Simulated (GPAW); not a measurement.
Polymorphs of TiO2 told apart by optics

Method, alike for all: GPAW, PBE, RPA, without spin-orbit coupling, line width 0.12 eV (Lorentzian).

Structure 1:

Symmetry: P4_2/mnm, No. 136, tetragonal system. Conventional cell: a = 4.592 Å, b = 4.592 Å, c = 2.957 Å, α = 90.00°, β = 90.00°, γ = 90.00°. Ti on site a has 6 O at 1.95 to 1.98 Å as nearest neighbours. O on site f is surrounded by 3 Ti at 1.95 to 1.98 Å.

Structure 2:

The structure is tetragonal, space group I4_1/amd (No. 141). The conventional cell has a = 3.784 Å, b = 3.784 Å, c = 9.515 Å, α = 90.00°, β = 90.00°, γ = 90.00°. Around Ti on site a lie 6 O at 1.93 to 1.98 Å. O on site e is surrounded by 3 Ti at 1.93 to 1.98 Å.

Spectrum A:

E (eV), Im ε and a bar:
```
     0.00       0.00 
     0.25       0.01 
     0.50       0.03 
     0.75       0.04 
     1.00       0.06 
     1.25       0.08 
     1.50       0.11 
     1.75       0.15 #
     2.00       0.23 #
     2.25       0.41 ##
     2.50       1.11 ####
     2.75       2.34 #########
     3.00       2.40 #########
     3.25       3.61 ##############
     3.50       4.62 #################
     3.75       7.18 ###########################
     4.00       7.61 #############################
     4.25       7.97 ##############################
     4.50       6.70 #########################
     4.75       7.32 ############################
     5.00       7.89 ##############################
     5.25       7.03 ##########################
     5.50       5.69 #####################
     5.75       4.34 ################
     6.00       4.10 ###############
     6.25       4.05 ###############
     6.50       4.58 #################
     6.75       5.40 ####################
     7.00       5.59 #####################
     7.25       6.06 #######################
     7.50       5.26 ####################
     7.75       4.29 ################
     8.00       3.69 ##############
     8.25       3.31 ############
     8.50       3.12 ############
     8.75       2.41 #########
     9.00       2.35 #########
     9.25       2.36 #########
     9.50       2.18 ########
     9.75       1.73 #######
    10.00       1.51 ######
    10.25       1.31 #####
    10.50       1.24 #####
    10.75       1.17 ####
    11.00       1.09 ####
    11.25       1.04 ####
    11.50       0.96 ####
    11.75       1.01 ####
    12.00       1.07 ####
```

Spectrum B:

E (eV), Im ε and a bar:
```
     0.00       0.00 
     0.25       0.02 
     0.50       0.03 
     0.75       0.05 
     1.00       0.08 
     1.25       0.11 
     1.50       0.15 #
     1.75       0.21 #
     2.00       0.32 #
     2.25       0.55 ##
     2.50       1.20 #####
     2.75       3.24 ############
     3.00       7.23 ###########################
     3.25       6.78 ##########################
     3.50       7.53 #############################
     3.75       7.63 #############################
     4.00       6.97 ##########################
     4.25       6.80 ##########################
     4.50       7.92 ##############################
     4.75       6.38 ########################
     5.00       5.28 ####################
     5.25       4.21 ################
     5.50       3.71 ##############
     5.75       3.22 ############
     6.00       3.29 ############
     6.25       3.40 #############
     6.50       3.68 ##############
     6.75       4.43 #################
     7.00       5.00 ###################
     7.25       5.00 ###################
     7.50       6.13 #######################
     7.75       5.51 #####################
     8.00       4.94 ###################
     8.25       4.43 #################
     8.50       3.58 ##############
     8.75       2.74 ##########
     9.00       1.92 #######
     9.25       1.89 #######
     9.50       1.81 #######
     9.75       1.73 #######
    10.00       1.77 #######
    10.25       1.51 ######
    10.50       1.38 #####
    10.75       1.19 #####
    11.00       1.30 #####
    11.25       1.13 ####
    11.50       1.19 #####
    11.75       1.27 #####
    12.00       1.07 ####
```

Q: Match each spectrum to its structure.

A: B is structure 1 (P4_2/mnm, 10.4 Å³ an atom): ε∞ = 6.49 along the first axis, strongest peak along the first axis at 4.48 eV. A is structure 2 (I4_1/amd, 11.4 Å³ an atom): ε∞ = 6.07 along the first axis, strongest peak along the first axis at 4.90 eV.

[Logs are printed without paths, hosts, clocks, repeated set-up lines and the standing remarks that a program may print on its own settings, such as how far it seeks lower states.]
